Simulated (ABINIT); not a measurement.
**Ca2Si (Fm-3m): G0W0 in ABINIT against the plane-wave cutoff**

How does the gap of Ca2Si (Fm-3m) converge in the plane-wave cutoff?

Main program and level: ABINIT 10.8.3; LDA and many-body steps on it, plane waves.

Report form: the programs' logs are mostly left out.

### Step 1. The structure

Symmetry: Fm-3m, No. 225, cubic system. Conventional cell: a = 7.170 Å, b = 7.170 Å, c = 7.170 Å, α = 90.00°, β = 90.00°, γ = 90.00°. Ca has 4 Si at 3.10 Å nearest. Si has 8 Ca at 3.10 Å nearest. Farther neighbours are not listed.

The cell and positions are those that the Materials Project relaxed with its own functionals (PBE, PBE+U or r2SCAN), kept fixed.

### Step 2. Empty states on the mesh, 2×2×2 mesh, 169 bands

This step: ABINIT 10.8.3; DFT, LDA, plane waves, norm-conserving pseudopotentials.

The sums over transitions need many empty states on a uniform mesh; this step solves for them.

run.abi

```
acell 3*1.0 Angstrom
rprim 
  -0.000000000000 3.585232820000 3.585232820000
  3.585232820000 -0.000000000000 3.585232820000
  3.585232820000 3.585232820000 -0.000000000000
ntypat 2
znucl 20 14
natom 3
typat 1 1 2
xred 
  0.750000000000 0.750000000000 0.750000000000
  0.250000000000 0.250000000000 0.250000000000
  0.000000000000 0.000000000000 0.000000000000
pp_dirpath "pseudos"
pseudos "Ca.upf, Si.upf"
ecut 30
ngkpt 2 2 2
nshiftk 1
shiftk 0 0 0
kptopt 1
chksymbreak 0
irdden 1
istwfk *1
nband 169
prtvol 0
optdriver 6
gwr_task "HDIAGO"
paral_kgb 0
occopt 1
indata_prefix "in"
outdata_prefix "out"
tmpdata_prefix "tmp"
```

Started as:

```console
OMP_NUM_THREADS=1 mpirun -n 4 abinit run.abi > log
```

It took 78 s on 4 MPI ranks of Arm Neoverse V1, shared host; peak memory 4.8 GiB; 5.2 min of CPU time.

This step gave:

```yaml
gap: 0.5088 eV
k_of_the_valence_top: 0.5, 0.5, 0
k_of_the_conduction_bottom: 0.5, 0.5, 0
least_direct_gap: 0.5088 eV
k_points_computed: 3
lowest_point_of_the_top_converged_band_above_the_valence_top: 69.7694 eV
```

On this mesh the gap is 0.509 eV.

The density comes from a self-consistent run that is not shown.

### Step 3. Empty states on the mesh, 2×2×2 mesh, 53 bands

run.abi, as its differences from that of step 2:

```diff
@@ -15,3 +15,3 @@
 pseudos "Ca.upf, Si.upf"
-ecut 30
+ecut 18
 ngkpt 2 2 2
@@ -21,10 +21,10 @@
 chksymbreak 0
+iscf -2
 irdden 1
 istwfk *1
-nband 169
+nband 53
+nbdbuf 4
+tolwfr 1e-09
+nstep 60
 prtvol 0
-optdriver 6
-gwr_task "HDIAGO"
-paral_kgb 0
-occopt 1
 indata_prefix "in"
```

Run time: 5.9 s. Hardware: 4 MPI ranks; peak memory 0.24 GiB; 23 s of CPU time.

Numbers from this step:

```
gap                                                           : 0.5189 eV
k of the valence top                                          : 0.5, 0.5, 0
k of the conduction bottom                                    : 0.5, 0.5, 0
least direct gap                                              : 0.5189 eV
k points computed                                             : 3
lowest point of the top converged band, above the valence top : 22.69 eV
```

On this mesh the gap is 0.519 eV.

### Step 4. Empty states on the mesh, 2×2×2 mesh, 53 bands

run.abi, as its differences from that of step 3:

```diff
@@ -15,3 +15,3 @@
 pseudos "Ca.upf, Si.upf"
-ecut 18
+ecut 24
 ngkpt 2 2 2
```

It took 7.9 s on 4 MPI ranks; peak memory 0.26 GiB; 31 s of CPU time.

Numbers from this step:

* gap: 0.5089 eV
* k of the valence top: 0.5, 0.5, 0
* k of the conduction bottom: 0.5, 0.5, 0
* least direct gap: 0.5089 eV
* k points computed: 3
* lowest point of the top converged band, above the valence top: 22.69 eV

On this mesh the gap is 0.509 eV.

### Step 5. Empty states on the mesh, 2×2×2 mesh, 53 bands

run.abi, as its differences from that of step 4:

```diff
@@ -15,3 +15,3 @@
 pseudos "Ca.upf, Si.upf"
-ecut 24
+ecut 38
 ngkpt 2 2 2
```

The job ended after 13 s (4 MPI ranks; peak memory 0.3 GiB).

This step gave:

| Quantity | Value |
| --- | --- |
| gap | 0.5089 eV |
| k of the valence top | 0.5, 0.5, 0 |
| k of the conduction bottom | 0.5, 0.5, 0 |
| least direct gap | 0.5089 eV |
| k points computed | 3 |
| lowest point of the top converged band, above the valence top | 22.69 eV |

On this mesh the gap is 0.509 eV.

### Step 6. Screening, 2×2×2 mesh, 49 bands, screening to 106.1 eV

The RPA dielectric matrix is built and inverted for each q.

This step: RPA screening on LDA, plane waves, norm-conserving pseudopotentials.

run.abi, as its differences from that of step 5:

```diff
@@ -15,3 +15,3 @@
 pseudos "Ca.upf, Si.upf"
-ecut 38
+ecut 18
 ngkpt 2 2 2
@@ -21,10 +21,11 @@
 chksymbreak 0
-iscf -2
-irdden 1
 istwfk *1
-nband 53
-nbdbuf 4
-tolwfr 1e-09
-nstep 60
-prtvol 0
+occopt 1
+irdwfk 1
+optdriver 3
+nband 49
+ecuteps 3.9
+inclvkb 2
+awtr 1
+symchi 1
 indata_prefix "in"
```

Wall time 3.2 s (4 MPI ranks); peak memory 0.39 GiB.

Numbers from this step:

```
ε∞ with local fields, on this mesh, along the program's q direction : 67.89
the same without local fields                                       : 90.11
plasma frequency                                                    : 18.95 eV
plane waves in the screening matrix                                 : 259
```

Local fields lower ε∞ by 25 %. On a Γ-centred mesh this coarse the value itself is usually too large, while a short band sum pulls it down.

### Step 7. 18 Ha

This step: G0W0 on LDA, plane waves, norm-conserving pseudopotentials.

run.abi, as its differences from that of step 6:

```diff
@@ -24,8 +24,17 @@
 irdwfk 1
-optdriver 3
+optdriver 4
 nband 49
+gwcalctyp 0
+ecutsigx 18
+symsigma 1
+nkptgw 2
+kptgw 
+  0.5000000000 0.5000000000 0.0000000000
+  0.0000000000 0.0000000000 0.0000000000
+bdgw 
+  11 14
+  10 15
 ecuteps 3.9
-inclvkb 2
-awtr 1
-symchi 1
+irdscr 1
+ppmodel 1
 indata_prefix "in"
```

It took 4 s on 4 MPI ranks; peak memory 0.45 GiB; 16 s of CPU time.

This step gave:

| Property | Result |
| --- | --- |
| G0W0 gap on the points computed | 1.053 eV |
| starting gap on the mesh | 0.5189 eV |
| k of the valence top | 0.5, 0.5, 0 |
| k of the conduction bottom | 0.5, 0.5, 0 |
| Z at the valence top | 0.754 |
| Z at the conduction bottom | 0.776 |
| least direct G0W0 gap on the computed points | 1.053 eV |

### Step 8. Screening, 2×2×2 mesh, 49 bands, screening to 106.1 eV

This step: RPA screening on LDA, plane waves, norm-conserving pseudopotentials.

run.abi, as its differences from that of step 7:

```diff
@@ -15,3 +15,3 @@
 pseudos "Ca.upf, Si.upf"
-ecut 18
+ecut 24
 ngkpt 2 2 2
@@ -24,17 +24,8 @@
 irdwfk 1
-optdriver 4
+optdriver 3
 nband 49
-gwcalctyp 0
-ecutsigx 18
-symsigma 1
-nkptgw 2
-kptgw 
-  0.5000000000 0.5000000000 0.0000000000
-  0.0000000000 0.0000000000 0.0000000000
-bdgw 
-  11 14
-  10 15
 ecuteps 3.9
-irdscr 1
-ppmodel 1
+inclvkb 2
+awtr 1
+symchi 1
 indata_prefix "in"
```

Elapsed: 3.6 s, on 4 MPI ranks; peak memory 0.46 GiB.

Numbers from this step:

| Property | Result |
| --- | --- |
| ε∞ with local fields, on this mesh, along the program's q direction | 68.28 |
| the same without local fields | 90.66 |
| plasma frequency | 18.95 eV |
| plane waves in the screening matrix | 259 |

### Step 9. 24 Ha

The self-energy is evaluated for the states that the input lists, and the levels follow from it, in one-shot runs by the linearised quasiparticle equation.

This step: G0W0 on LDA, plane waves, norm-conserving pseudopotentials.

run.abi, as its differences from that of step 8:

```diff
@@ -24,8 +24,17 @@
 irdwfk 1
-optdriver 3
+optdriver 4
 nband 49
+gwcalctyp 0
+ecutsigx 24
+symsigma 1
+nkptgw 2
+kptgw 
+  0.5000000000 0.5000000000 0.0000000000
+  0.0000000000 0.0000000000 0.0000000000
+bdgw 
+  11 14
+  10 15
 ecuteps 3.9
-inclvkb 2
-awtr 1
-symchi 1
+irdscr 1
+ppmodel 1
 indata_prefix "in"
```

Wall time 4.1 s (4 MPI ranks); peak memory 0.53 GiB; 16 s of CPU time.

This step gave:

```
G0W0 gap on the points computed              : 1.043 eV
starting gap on the mesh                     : 0.5089 eV
k of the valence top                         : 0.5, 0.5, 0
k of the conduction bottom                   : 0.5, 0.5, 0
Z at the valence top                         : 0.753
Z at the conduction bottom                   : 0.775
least direct G0W0 gap on the computed points : 1.043 eV
```

The gap on the mesh goes from 0.51 eV to 1.04 eV, a correction of +0.53 eV.

### Step 10. Screening, 2×2×2 mesh, 49 bands, screening to 106.1 eV

This step: RPA screening on LDA, plane waves, norm-conserving pseudopotentials.

run.abi, as its differences from that of step 9:

```diff
@@ -15,3 +15,3 @@
 pseudos "Ca.upf, Si.upf"
-ecut 24
+ecut 30
 ngkpt 2 2 2
@@ -24,17 +24,8 @@
 irdwfk 1
-optdriver 4
+optdriver 3
 nband 49
-gwcalctyp 0
-ecutsigx 24
-symsigma 1
-nkptgw 2
-kptgw 
-  0.5000000000 0.5000000000 0.0000000000
-  0.0000000000 0.0000000000 0.0000000000
-bdgw 
-  11 14
-  10 15
 ecuteps 3.9
-irdscr 1
-ppmodel 1
+inclvkb 2
+awtr 1
+symchi 1
 indata_prefix "in"
```

It took 3.9 s on 4 MPI ranks; peak memory 0.51 GiB.

This step gave:

```
ε∞ with local fields, on this mesh, along the program's q direction : 68.23
the same without local fields                                       : 90.58
plasma frequency                                                    : 18.95 eV
plane waves in the screening matrix                                 : 259
```

### Step 11. 30 Ha

This step: G0W0 on LDA, plane waves, norm-conserving pseudopotentials.

run.abi, as its differences from that of step 10:

```diff
@@ -24,8 +24,17 @@
 irdwfk 1
-optdriver 3
+optdriver 4
 nband 49
+gwcalctyp 0
+ecutsigx 30
+symsigma 1
+nkptgw 2
+kptgw 
+  0.5000000000 0.5000000000 0.0000000000
+  0.0000000000 0.0000000000 0.0000000000
+bdgw 
+  11 14
+  10 15
 ecuteps 3.9
-inclvkb 2
-awtr 1
-symchi 1
+irdscr 1
+ppmodel 1
 indata_prefix "in"
```

The job ended after 4.3 s (4 MPI ranks; peak memory 0.61 GiB; 17 s of CPU time).

Numbers from this step:

* G0W0 gap on the points computed: 1.042 eV
* starting gap on the mesh: 0.5088 eV
* k of the valence top: 0.5, 0.5, 0
* k of the conduction bottom: 0.5, 0.5, 0
* least direct G0W0 gap on the computed points: 1.042 eV

Against the run before, the gap moves by −0.001 eV.

### Step 12. Screening, 2×2×2 mesh, 49 bands, screening to 106.1 eV

This step: RPA screening on LDA, plane waves, norm-conserving pseudopotentials.

run.abi, as its differences from that of step 11:

```diff
@@ -15,3 +15,3 @@
 pseudos "Ca.upf, Si.upf"
-ecut 30
+ecut 38
 ngkpt 2 2 2
@@ -24,17 +24,8 @@
 irdwfk 1
-optdriver 4
+optdriver 3
 nband 49
-gwcalctyp 0
-ecutsigx 30
-symsigma 1
-nkptgw 2
-kptgw 
-  0.5000000000 0.5000000000 0.0000000000
-  0.0000000000 0.0000000000 0.0000000000
-bdgw 
-  11 14
-  10 15
 ecuteps 3.9
-irdscr 1
-ppmodel 1
+inclvkb 2
+awtr 1
+symchi 1
 indata_prefix "in"
```

The job ended after 4.9 s (4 MPI ranks; peak memory 0.56 GiB).

Numbers from this step:

```yaml
eps_infinity_with_local_fields_on_this_mesh_along_the_program_s_q_direction: 68.23
the_same_without_local_fields: 90.58
plasma_frequency: 18.95 eV
plane_waves_in_the_screening_matrix: 259
```

### Step 13. 38 Ha

This step: G0W0 on LDA, plane waves, norm-conserving pseudopotentials.

run.abi, as its differences from that of step 12:

```diff
@@ -24,8 +24,17 @@
 irdwfk 1
-optdriver 3
+optdriver 4
 nband 49
+gwcalctyp 0
+ecutsigx 38
+symsigma 1
+nkptgw 2
+kptgw 
+  0.5000000000 0.5000000000 0.0000000000
+  0.0000000000 0.0000000000 0.0000000000
+bdgw 
+  11 14
+  10 15
 ecuteps 3.9
-inclvkb 2
-awtr 1
-symchi 1
+irdscr 1
+ppmodel 1
 indata_prefix "in"
```

Run time: 4.8 s. Hardware: 4 MPI ranks; peak memory 0.87 GiB.

Numbers from this step:

| Property | Result |
| --- | --- |
| G0W0 gap on the points computed | 1.042 eV |
| starting gap on the mesh | 0.5089 eV |
| k of the valence top | 0.5, 0.5, 0 |
| k of the conduction bottom | 0.5, 0.5, 0 |
| least direct G0W0 gap on the computed points | 1.042 eV |

Against the run before, the gap moves by +0.000 eV.

### Step 14. Side by side

Times are wall times on 4 MPI ranks of Arm Neoverse V1, shared host, good to a factor of about two. A run's time includes the screening step that it read.

```tsv
run	mesh	bands	screening cutoff (eV)	DFT gap (eV)	gap on the mesh (eV)	direct (eV)	ε∞ used	time
18 Ha	2×2×2	49	106.1	0.519	1.053	1.053	67.89	7.2 s
24 Ha	2×2×2	49	106.1	0.509	1.043	1.043	68.28	7.7 s
30 Ha	2×2×2	49	106.1	0.509	1.042	1.042	68.23	8.2 s
38 Ha	2×2×2	49	106.1	0.509	1.042	1.042	68.23	9.7 s
```

### Step 15. Summary of results

```yaml
18_ha: 1.053 eV
24_ha: 1.043 eV
30_ha: 1.042 eV
38_ha: 1.042 eV
known_limits: not at the basis limit; mesh may overstate the screening; coarse k mesh
```

What this shows: The setting moved: plane-wave cutoff. From 18 Ha to 38 Ha the gap moves by −0.01 eV. It holds to 0.03 eV from 18 Ha on. Bands and screening cutoff are coupled, so a series along one setting does not show full convergence. Bands and cutoff are finite, so the gap is not at the basis limit. The miss can reach some tenths of an eV and take either sign; the mesh is an error of its own. In the first G0W0 run levels were corrected at 2 k points alone, so a gap called «on the mesh» is the least over those, and an edge elsewhere would be missed. The 2×2×2 mesh is coarse for this cell, which bears on the long-range parts of exchange and screening. For the LDA start: The RPA ε∞ on this mesh reaches over 25; with a narrow direct gap a coarse mesh can overstate it, and the correction is then too small.

[Paths, hosts, dates, memory and timing lines, banners, echoed tables and standing remarks are left out of the program output.]

[Logs are printed without paths, hosts, clocks, repeated set-up lines and the standing remarks that a program may print on its own settings, such as how far it seeks lower states.]

[Runs of the session that timed out or met a known fault of the program may be left out.]

[No measured gap is set beside runs whose start may be inverted or whose files or cutoffs have a known fault.]

[Hosts, paths, dates, database ids (printed as entryN), source tags and the programs' standing remarks are cut or masked in the printed files.]

[G0W0 gaps are taken among the corrected bands and points alone; a level outside them can change the order at an edge.]

[Where Ansatz stands beside ABINIT at settings called matched, ABINIT's density can come from a denser mesh and the files from another edition; pairs whose starting gaps differed by over 0.03 eV were left out, so agreement reads better than it is.]
